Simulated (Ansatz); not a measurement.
# LiCaCl3: complex band structure, part 3 of 4

Wanted: the relaxed cell of LiCaCl3, its band edges and its decay constants. It is built by putting Li for Rb in the RbCaCl3 structure of space group Cm, with the volume rescaled by atomic radii. The parent structure comes from the Materials Project.

Ansatz 0.2.0; PBE DFT, plane waves, PAW files (the session's first sound run).

So far, gap on the k-mesh (eV): step 3 (band edges) 4.91; step 6 (complex bands, plane (100)) 4.91.

The structure was built from a prototype and need not be the compound's stable phase.

## (7) Band edges at another level, cutoff 1170 eV

This step: PBE DFT, plane waves, JTH PAW files (Ansatz 0.2.0).

The edges again with JTH files, at the same atoms. Against that run the cutoff is 1170 eV against 420.

The input, input.yaml:

```yaml
crystal:
  lattice:
    - [3.9784289064, -3.7636274423, -0.1517808176]
    - [3.9784289064, 3.7636274423, -0.1517808176]
    - [-0.2157801841, 0.0, 5.4740147174]
  atoms:
    - { symbol: Li, position: [0.1664472973, 0.1664472973, -0.152135513] }
    - { symbol: Ca, position: [0.48199165, 0.48199165, 0.5323563077] }
    - { symbol: Cl, position: [-0.0242355395, 0.4418271621, 0.5724430518] }
    - { symbol: Cl, position: [0.4418759401, 0.4418759401, 0.0385211016] }
    - { symbol: Cl, position: [0.4418271621, -0.0242355395, 0.5724430518] }
kpoints:
  mp_grid: { grid: [6, 6, 6] }
  band_path: { path: [VBM, CBM], npoints: 30 }
scf:
  occupations: { method: fixed }
hamiltonian:
  xc: pbe
  pseudopotentials: { kind: paw, source: jth }
output:
  eigenvalues: true
```

The run is started by

```
> ansatz run input.yaml --threads 2 --pin off --max-ram 4096MiB --backend cpu --events-out ev --progress --plain --runs-dir out
```

Numbers of over 12 decimals in the logs are rounded to 6 here.

The log of the run:

```text
Warning: <dir> the checks of this Li dataset prove no rule for summing its radial tables, as where they were carried onto another mesh than they were made on, and Gregory's rule is taken, under which a leading mesh point left out moves its sums only by what lay on the interval it spanned. That does not make them correct, and they differ from Quantum ESPRESSO's on this file; a re-export a fraction of a mesh step off can move them. hamiltonian.pseudopotentials.radial_quadrature: simpson_from_first_knot sums it by `pw.x`'s rule; on a PAW file no value gives `pw.x`'s numbers. What more to know: hamiltonian.pseudopotentials.radial_quadrature, in the input reference
Warning: <dir> the checks of this Ca dataset prove no rule for summing its radial tables, as where they were carried onto another mesh than they were made on, and Gregory's rule is taken, under which a leading mesh point left out moves its sums only by what lay on the interval it spanned. That does not make them correct, and they differ from Quantum ESPRESSO's on this file; a re-export a fraction of a mesh step off can move them. hamiltonian.pseudopotentials.radial_quadrature: simpson_from_first_knot sums it by `pw.x`'s rule; on a PAW file no value gives `pw.x`'s numbers. What more to know: hamiltonian.pseudopotentials.radial_quadrature, in the input reference
Warning: <dir> the checks of this Cl dataset prove no rule for summing its radial tables, as where they were carried onto another mesh than they were made on, and Gregory's rule is taken, under which a leading mesh point left out moves its sums only by what lay on the interval it spanned. That does not make them correct, and they differ from Quantum ESPRESSO's on this file; a re-export a fraction of a mesh step off can move them. hamiltonian.pseudopotentials.radial_quadrature: simpson_from_first_knot sums it by `pw.x`'s rule; on a PAW file no value gives `pw.x`'s numbers. What more to know: hamiltonian.pseudopotentials.radial_quadrature, in the input reference
Warning: basis.ecutrho_ratio 4 (ecutrho = 4680 eV, dense FFT grid 64×64×64): the grid does not resolve the core-correction charge of Cl (measure 0.09 e/Å^2.5); warned from 0.08. The energy and each atom's force then go with where the atoms sit on the grid: [figures from the program's tests cut] If this deck is also warned that a cutoff or its ratio is below what is recommended, mend that before anything below. First try basis.xc_grid, which is 1 on this run (the dense grid itself), where it is not refused (2, then 3). Above 1 the core-correction charge is laid on the exchange–correlation grid, and this warning is never given, whether or not the level is enough: [rest of the remark cut]
[...]
Crystal: 5 atoms, lattice volume = 163.682 Å³
Basis set: ecut = 1170 eV, 14833 PW (Γ)
Bands: 22, of which v1, the nominal top of the filled ones, is band 17 counted from 1 (16 counted from 0)
Symmetry: 2 space group operations
[...]
k-points: 68 of 216 (time reversal used)
[...]
SCF iter   1: F=—  HF=-5274.203474 eV  |F-HF|=—  |Δ(HF+E_count)|=         —  Δρ=8.10e-2  dr2=1.59e1  ethr=3.10e-3  ⟨swp⟩=6.1  Hψ=8382  notcnv=0  defer=130
[...]
SCF iter  10: F=-5269.696312 eV  HF=-5269.696312 eV  |F-HF|=4.01e-9  |Δ(HF+E_count)|=   4.76e-8  Δρ=2.11e-6  dr2=7.91e-9  ethr=2.94e-10  ⟨swp⟩=18.0  Hψ=11865  notcnv=0
SCF 1 converged in 10 iterations: F = -5269.696312 eV  dr2 = 7.91e-9
[...]
SCF converged after 10 iterations
Free energy (F): -5269.696312 eV
[...]
Internal energy: -5269.696312 eV  (E = F + TS)
E sigma→0 (E₀):  -5269.696312 eV
Fermi energy:    -0.476197 eV
[...]
--- Band table (eV; the first three rows and the last of 68) ---
  k-point 0: bands = [... 13 lower, -1.1937, -0.8832, -0.8830, -0.7990, 4.4273, 5.1813, 5.2140, 5.2143, ... 1 higher]
  k-point 1: bands = [... 13 lower, -1.2748, -0.9833, -0.9302, -0.8253, 4.6372, 5.2097, 5.2863, 5.3830, ... 1 higher]
  k-point 2: bands = [... 13 lower, -1.4759, -1.0770, -1.0622, -0.8451, 5.0705, 5.3082, 5.6028, 5.7589, ... 1 higher]
  k-point 67: bands = [... 13 lower, -1.8586, -0.7994, -0.7993, -0.4762, 5.6721, 6.4366, 6.4369, 6.4753, ... 1 higher]
```

Run time: 2.1 min. Hardware: 2 threads of Arm Neoverse V2, shared host; peak memory 1.3 GiB; 4.2 min of CPU time.

This step gave:

* free energy: -5269.6963 eV
* Fermi energy: -0.4762 eV
* gap on the k-mesh: 4.903 eV
* gap on path: 4.903 eV, by band count; negative where bands overlap
* direct gap on path: 5.226 eV

The electronic bands at the labelled points (eV, zero at the Fermi level (highest filled level under fixed occupations); v1 is the highest filled band, c1 the lowest empty one):

| point | v4 | v3 | v2 | v1 | c1 | c2 | c3 | c4 |
| --- | --- | --- | --- | --- | --- | --- | --- | --- |
| VBM | -1.38 | -0.32 | -0.32 | 0.00 | 6.15 | 6.91 | 6.91 | 6.95 |
| halfway | -1.09 | -0.64 | -0.54 | -0.30 | 5.75 | 6.13 | 6.27 | 6.45 |
| CBM | -0.72 | -0.41 | -0.41 | -0.32 | 4.90 | 5.66 | 5.69 | 5.69 |

The searched edges give 4.90 eV, as on the mesh.

## (8) Complex bands at another level

This step: PBE DFT, plane waves, JTH PAW files; complex bands by layer matching along the plane's normal (Ansatz 0.2.0).

The complex bands at that level, over its own gap, at (0, 0) and (-0.5, -0.5).

The input, input.yaml:

```yaml
crystal:
  lattice:
    - [5.478670049, 0.0, 0.0]
    - [0.307746669, 5.47001988, 0.0]
    - [-0.308344276, -0.291484247, 5.461809128]
  atoms:
    - { symbol: Li, position: [0.1664472973, 0.1664472973, 0.847864487] }
    - { symbol: Ca, position: [0.48199165, 0.48199165, 0.5323563077] }
    - { symbol: Cl, position: [0.9757644605, 0.4418271621, 0.5724430518] }
    - { symbol: Cl, position: [0.4418759401, 0.4418759401, 0.0385211016] }
    - { symbol: Cl, position: [0.4418271621, 0.9757644605, 0.5724430518] }
kpoints:
  mp_grid: { grid: [4, 4, 4] }
scf:
  occupations: { method: fixed }
hamiltonian:
  xc: pbe
  pseudopotentials: { kind: paw, source: jth }
output:
  eigenvalues: true
  transmission:
    leads: [[0, 0]]
    kpoints: [[0.0, 0.0], [-0.5, -0.5]]
    e_range: [-1.0, 5.9]
    de: 0.17
```

The log of the run:

```text
Warning: <dir> the checks of this Li dataset prove no rule for summing its radial tables, as where they were carried onto another mesh than they were made on, and Gregory's rule is taken, under which a leading mesh point left out moves its sums only by what lay on the interval it spanned. That does not make them correct, and they differ from Quantum ESPRESSO's on this file; a re-export a fraction of a mesh step off can move them. hamiltonian.pseudopotentials.radial_quadrature: simpson_from_first_knot sums it by `pw.x`'s rule; on a PAW file no value gives `pw.x`'s numbers. What more to know: hamiltonian.pseudopotentials.radial_quadrature, in the input reference
Warning: <dir> the checks of this Ca dataset prove no rule for summing its radial tables, as where they were carried onto another mesh than they were made on, and Gregory's rule is taken, under which a leading mesh point left out moves its sums only by what lay on the interval it spanned. That does not make them correct, and they differ from Quantum ESPRESSO's on this file; a re-export a fraction of a mesh step off can move them. hamiltonian.pseudopotentials.radial_quadrature: simpson_from_first_knot sums it by `pw.x`'s rule; on a PAW file no value gives `pw.x`'s numbers. What more to know: hamiltonian.pseudopotentials.radial_quadrature, in the input reference
Warning: <dir> the checks of this Cl dataset prove no rule for summing its radial tables, as where they were carried onto another mesh than they were made on, and Gregory's rule is taken, under which a leading mesh point left out moves its sums only by what lay on the interval it spanned. That does not make them correct, and they differ from Quantum ESPRESSO's on this file; a re-export a fraction of a mesh step off can move them. hamiltonian.pseudopotentials.radial_quadrature: simpson_from_first_knot sums it by `pw.x`'s rule; on a PAW file no value gives `pw.x`'s numbers. What more to know: hamiltonian.pseudopotentials.radial_quadrature, in the input reference
Warning: basis.ecutrho_ratio 4 (ecutrho = 4680 eV, dense FFT grid 64×64×64): the grid does not resolve the core-correction charge of Cl (measure 0.09 e/Å^2.5); warned from 0.08. The energy and each atom's force then go with where the atoms sit on the grid: [figures from the program's tests cut] If this deck is also warned that a cutoff or its ratio is below what is recommended, mend that before anything below. First try basis.xc_grid, which is 1 on this run (the dense grid itself), where it is not refused (2, then 3). Above 1 the core-correction charge is laid on the exchange–correlation grid, and this warning is never given, whether or not the level is enough: [rest of the remark cut]
Engine: ansatz 0.2.0, aarch64-unknown-linux-gnu
Pseudopotentials: kind: paw
Pseudopotential: Li, paw, valence charge 3, recommended cutoff 1170 eV (normal), Li.paw.azcp
Pseudopotential: Ca, paw, valence charge 10, recommended cutoff 870 eV (normal), Ca.paw.azcp
Pseudopotential: Cl, paw, valence charge 7, recommended cutoff 930 eV (normal), Cl.paw.azcp
Functional definition: PBE
  parameter kappa = 0.804
  parameter beta = 0.066725
  exchange = pbe_x(kappa = kappa, mu = beta*pi^2/3)
  correlation = pbe_c(beta = beta)
Error: memory limit exceeded: the `transmission` phase of `transmission` needs 5.68 GiB against the run's memory maximum of 4.00 GiB; largest carriers: transmission 5.30 GiB, unmodelled-tail allowance 0.30 GiB, source scf tables 0.07 GiB, source scf state 0.00 GiB; the layers of output.transmission grow with the square of the cell's cross-section: a lower cutoff or a narrower output.transmission.e_range takes less, and so, most of all in a narrow cell, does a wider de; where no e_range is typed, a fill by count is planned with a gap of 40 thermal energies
with nothing else changed it takes a maximum of at least 5.68 GiB, with nothing to spare, and 6.25 GiB leaves up to a tenth: --max-ram 6.25GiB where that set the maximum, else more of the term that did, and with no share typed, where 6.25 GiB is over 0.88 of the host's memory or its container's limit, a share of 0.88 or more that holds the maximum too (--max-ram-frac F), where one does; The budget is ten elevenths of [...]
`transmission` follows the SCF: where the deck gives it k-points, a mesh or a band count of its own, those are what to reduce (not on a resume, whose deck is fixed)
```

Run time: 0.21 s. Hardware: 2 threads; peak memory 0.19 GiB.

The input was rejected at the start.

The program's message: “Error: memory limit exceeded: the `transmission` phase of `transmission` needs 5.68 GiB against the run's memory maximum of 4.00 GiB; largest carriers: transmission 5.30 GiB, unmodelled-tail allowance …”

## (9) A repeat with changed settings

This step: PBE DFT, plane waves, PAW files; complex bands by layer matching along the plane's normal; changed: hamiltonian.pseudopotentials = {"kind": "paw", "source": "ansatz"} (Ansatz 0.2.0).

This run repeats an earlier one, its twin (the complex run, plane (001)), with two settings changed (hamiltonian.pseudopotentials.kind, hamiltonian.pseudopotentials.source; files written aside). It is meant to test how much rests on the atomic datasets. Where the input is shown as a difference, that is against the step before, not the twin.

input.yaml, as its differences from that of step 8:

```diff
@@ -17,3 +17,3 @@
   xc: pbe
-  pseudopotentials: { kind: paw, source: jth }
+  pseudopotentials: { kind: paw, source: ansatz }
 output:
@@ -22,4 +22,4 @@
     leads: [[0, 0]]
-    kpoints: [[0.0, 0.0], [-0.5, -0.5]]
-    e_range: [-1.0, 5.9]
+    kpoints: [[0.0, 0.0], [-0.5, -0.5], [0.5, 0.0]]
+    e_range: [-1.0, 5.91]
     de: 0.17
```

The log of the run:

```text
[...]
Crystal: 5 atoms, lattice volume = 163.682 Å³
Basis set: ecut = 780 eV, 8131 PW (Γ)
Bands: 22, of which v1, the nominal top of the filled ones, is band 17 counted from 1 (16 counted from 0)
Symmetry: 2 space group operations
[...]
k-points: 24 of 64 (time reversal used)
[...]
SCF iter   1: F=—  HF=-5273.163520 eV  |F-HF|=—  |Δ(HF+E_count)|=         —  Δρ=6.59e-2  dr2=1.12e1  ethr=3.10e-3  ⟨swp⟩=6.9  Hψ=2845  notcnv=0  defer=54
[...]
SCF iter   9: F=-5269.949773 eV  HF=-5269.949773 eV  |F-HF|=4.52e-8  |Δ(HF+E_count)|=   2.35e-7  Δρ=4.81e-6  dr2=3.67e-8  ethr=2.94e-10  ⟨swp⟩=13.6  Hψ=3429  notcnv=0
SCF 1 converged in 9 iterations: F = -5269.949773 eV  dr2 = 3.67e-8
[...]
transmission: 12 of 36 steps passed
transmission: 24 of 36 steps passed
transmission: 36 of 36 steps passed
SCF converged after 9 iterations
Free energy (F): -5269.949773 eV
[...]
Internal energy: -5269.949773 eV  (E = F + TS)
E sigma→0 (E₀):  -5269.949773 eV
Fermi energy:    -0.510119 eV
[...]
--- Band table (eV; the first three rows and the last of 24) ---
  k-point 0: bands = [... 13 lower, -1.2287, -0.9181, -0.9179, -0.8329, 4.3982, 5.1463, 5.1780, 5.1783, ... 1 higher]
  k-point 1: bands = [... 13 lower, -1.4153, -1.0769, -1.0272, -0.8719, 4.8245, 5.2040, 5.3845, 5.5273, ... 1 higher]
  k-point 2: bands = [... 13 lower, -1.5678, -1.1721, -1.1345, -0.8846, 5.1525, 5.5692, 5.8434, 5.9426, ... 1 higher]
  k-point 23: bands = [... 13 lower, -1.8940, -0.8345, -0.8344, -0.5101, 5.6385, 6.3995, 6.3999, 6.4394, ... 1 higher]
--- Transmission ---
  basis      : 495 plane waves across, 12 finite elements along
  points     : 3, as listed
[...]
crystal 0  : Ca1Cl3Li1, at the sites [0, 0], period 5.4618 Å: whole cells are its period
[...]
channels       : 0.000000e0 a spin
[...]
slowest decay  : 0.4083 /Å at (0.0000, 0.0000)
```

Elapsed: 4.2 min, on 2 threads; peak memory 2.6 GiB; 8.4 min of CPU time.

A gap read on the k-mesh alone can miss the band edges.

This step gave:

| Quantity | Value |
| --- | --- |
| free energy | -5269.9498 eV |
| Fermi energy | -0.5101 eV |
| gap on the k-mesh | 4.908 eV |
| level to which the leads are filled | 2.454 eV from the Fermi level |
| decay constant at the filling level, zone centre | 0.4083 Å⁻¹ |
| decay constant at the filling level, slowest listed point | 0.4083 Å⁻¹ |

K parallel (0, 0); values up to 1.5 1/Å, a degenerate pair printed once or twice; energies at which all values exceed this have no row. Table of Im kz of the slowest decaying states by energy, zero at the highest filled level on the SCF mesh:

| energy (eV) | decay 1 (Å⁻¹) | decay 2 (Å⁻¹) | decay 3 (Å⁻¹) | decay 4 (Å⁻¹) |
| --- | --- | --- | --- | --- |
| -1.00 | 0.312 | 0.442 | 0.978 | 1.06 |
| -0.66 | 0.190 | 0.268 | 0.483 | 0.629 |
| -0.49 | 0.445 | 0.648 | 0.981 | 1.48 |
| -0.15 | 0.222 | 0.289 | 0.527 | 0.542 |
| 0.02 | 0.267 | 0.369 | 0.549 | 0.590 |
| 0.36 | 0.323 | 0.461 | 0.577 | 0.640 |
| 0.70 | 0.357 | 0.513 | 0.593 | 0.666 |
| 0.87 | 0.370 | 0.531 | 0.597 | 0.675 |
| 1.21 | 0.389 | 0.556 | 0.600 | 0.685 |
| 1.38 | 0.395 | 0.565 | 0.599 | 0.688 |
| 1.72 | 0.405 | 0.575 | 0.594 | 0.691 |
| 2.06 | 0.409 | 0.578 | 0.585 | 0.689 |
| 2.23 | 0.409 | 0.577 | 0.578 | 0.687 |
| 2.57 | 0.406 | 0.563 | 0.570 | 0.681 |
| 2.74 | 0.403 | 0.553 | 0.565 | 0.676 |
| 3.08 | 0.393 | 0.532 | 0.551 | 0.666 |
| 3.42 | 0.376 | 0.507 | 0.531 | 0.654 |
| 3.59 | 0.364 | 0.493 | 0.519 | 0.647 |
| 3.93 | 0.333 | 0.462 | 0.490 | 0.631 |
| 4.10 | 0.312 | 0.445 | 0.473 | 0.622 |
| 4.44 | 0.252 | 0.407 | 0.433 | 0.602 |
| 4.78 | 0.140 | 0.362 | 0.383 | 0.580 |
| 4.95 | 0.336 | 0.351 | 0.568 | 0.780 |
| 5.29 | 0.269 | 0.272 | 0.541 | 0.644 |
| 5.46 | 0.208 | 0.227 | 0.526 | 0.529 |
| 5.80 | 0.197 | 0.390 | 0.493 | 0.836 |

K parallel (-0.5, -0.5); values up to 1.5 1/Å, a degenerate pair printed once or twice; energies at which all values exceed this have no row. The Im kz of the slowest decaying states by energy, zero at the highest filled level on the SCF mesh:

| energy (eV) | decay 1 (Å⁻¹) | decay 2 (Å⁻¹) | decay 3 (Å⁻¹) | decay 4 (Å⁻¹) |
| --- | --- | --- | --- | --- |
| -1.00 | 0.0782 | 0.178 | 0.817 | 0.982 |
| -0.66 | 0.328 | 0.873 | 1.00 | 1.09 |
| -0.49 | 0.364 | 0.890 | 1.00 | 1.02 |
| -0.15 | 0.247 | 0.411 | 0.825 | 0.915 |
| 0.02 | 0.104 | 0.340 | 0.428 | 0.927 |
| 0.36 | 0.392 | 0.453 | 0.47 | 0.924 |
| 0.70 | 0.471 | 0.533 | 0.579 | 0.890 |
| 0.87 | 0.477 | 0.601 | 0.643 | 0.836 |
| 1.21 | 0.487 | 0.741 | 0.750 | 0.893 |
| 1.38 | 0.490 | 0.741 | 0.752 | 0.889 |
| 1.72 | 0.495 | 0.737 | 0.752 | 0.877 |
| 2.06 | 0.497 | 0.730 | 0.747 | 0.861 |
| 2.23 | 0.497 | 0.725 | 0.744 | 0.852 |
| 2.57 | 0.495 | 0.712 | 0.734 | 0.831 |
| 2.74 | 0.493 | 0.705 | 0.728 | 0.819 |
| 3.08 | 0.489 | 0.687 | 0.713 | 0.793 |
| 3.42 | 0.482 | 0.666 | 0.695 | 0.764 |
| 3.59 | 0.478 | 0.655 | 0.685 | 0.749 |
| 3.93 | 0.469 | 0.628 | 0.663 | 0.714 |
| 4.10 | 0.465 | 0.613 | 0.650 | 0.695 |
| 4.44 | 0.455 | 0.579 | 0.622 | 0.654 |
| 4.78 | 0.446 | 0.538 | 0.589 | 0.606 |
| 4.95 | 0.444 | 0.513 | 0.571 | 0.580 |
| 5.29 | 0.450 | 0.450 | 0.517 | 0.529 |
| 5.46 | 0.41 | 0.461 | 0.480 | 0.505 |
| 5.80 | 0.316 | 0.382 | 0.446 | 0.474 |

K parallel (0.5, 0); values up to 1.5 1/Å, a degenerate pair printed once or twice; energies at which all values exceed this have no row. Table of Im kz of the slowest decaying states by energy, zero at the highest filled level on the SCF mesh:

| energy (eV) | decay 1 (Å⁻¹) | decay 2 (Å⁻¹) | decay 3 (Å⁻¹) | decay 4 (Å⁻¹) |
| --- | --- | --- | --- | --- |
| -1.00 | 0.290 | 0.512 | 0.726 | 0.759 |
| -0.66 | 0.0386 | 0.448 | 0.650 | 0.944 |
| -0.49 | 0.122 | 0.286 | 0.508 | 0.811 |
| -0.15 | 0.105 | 0.266 | 0.457 | 0.548 |
| 0.02 | 0.283 | 0.316 | 0.518 | 0.547 |
| 0.36 | 0.373 | 0.452 | 0.574 | 0.964 |
| 0.70 | 0.407 | 0.581 | 0.598 | 0.924 |
| 0.87 | 0.419 | 0.606 | 0.660 | 0.832 |
| 1.21 | 0.437 | 0.616 | 0.748 | 0.993 |
| 1.38 | 0.444 | 0.618 | 0.748 | 0.997 |
| 1.72 | 0.454 | 0.619 | 0.745 | 0.997 |
| 2.06 | 0.460 | 0.614 | 0.738 | 0.993 |
| 2.23 | 0.462 | 0.610 | 0.733 | 0.990 |
| 2.57 | 0.464 | 0.598 | 0.721 | 0.980 |
| 2.74 | 0.465 | 0.591 | 0.714 | 0.975 |
| 3.08 | 0.465 | 0.572 | 0.697 | 0.961 |
| 3.42 | 0.466 | 0.548 | 0.676 | 0.946 |
| 3.59 | 0.469 | 0.532 | 0.664 | 0.937 |
| 3.93 | 0.481 | 0.508 | 0.638 | 0.918 |
| 4.10 | 0.461 | 0.509 | 0.624 | 0.908 |
| 4.44 | 0.425 | 0.496 | 0.590 | 0.887 |
| 4.78 | 0.383 | 0.473 | 0.551 | 0.864 |
| 4.95 | 0.358 | 0.460 | 0.528 | 0.851 |
| 5.29 | 0.294 | 0.429 | 0.473 | 0.826 |
| 5.46 | 0.247 | 0.414 | 0.438 | 0.812 |
| 5.80 | 0.235 | 0.324 | 0.411 | 0.726 |

The least decay constant is 0.408 Å⁻¹ against 0.408 Å⁻¹ in the twin: no change within 1 %, at 6.2 times the CPU time.

(Part 3 of 4 ends here.)

[Logs are printed without paths, hosts, clocks, repeated set-up lines and the standing remarks that a program may print on its own settings, such as how far it seeks lower states.]

[Hosts, paths, dates, database ids (printed as entryN), source tags and the programs' standing remarks are cut or masked in the printed files.]
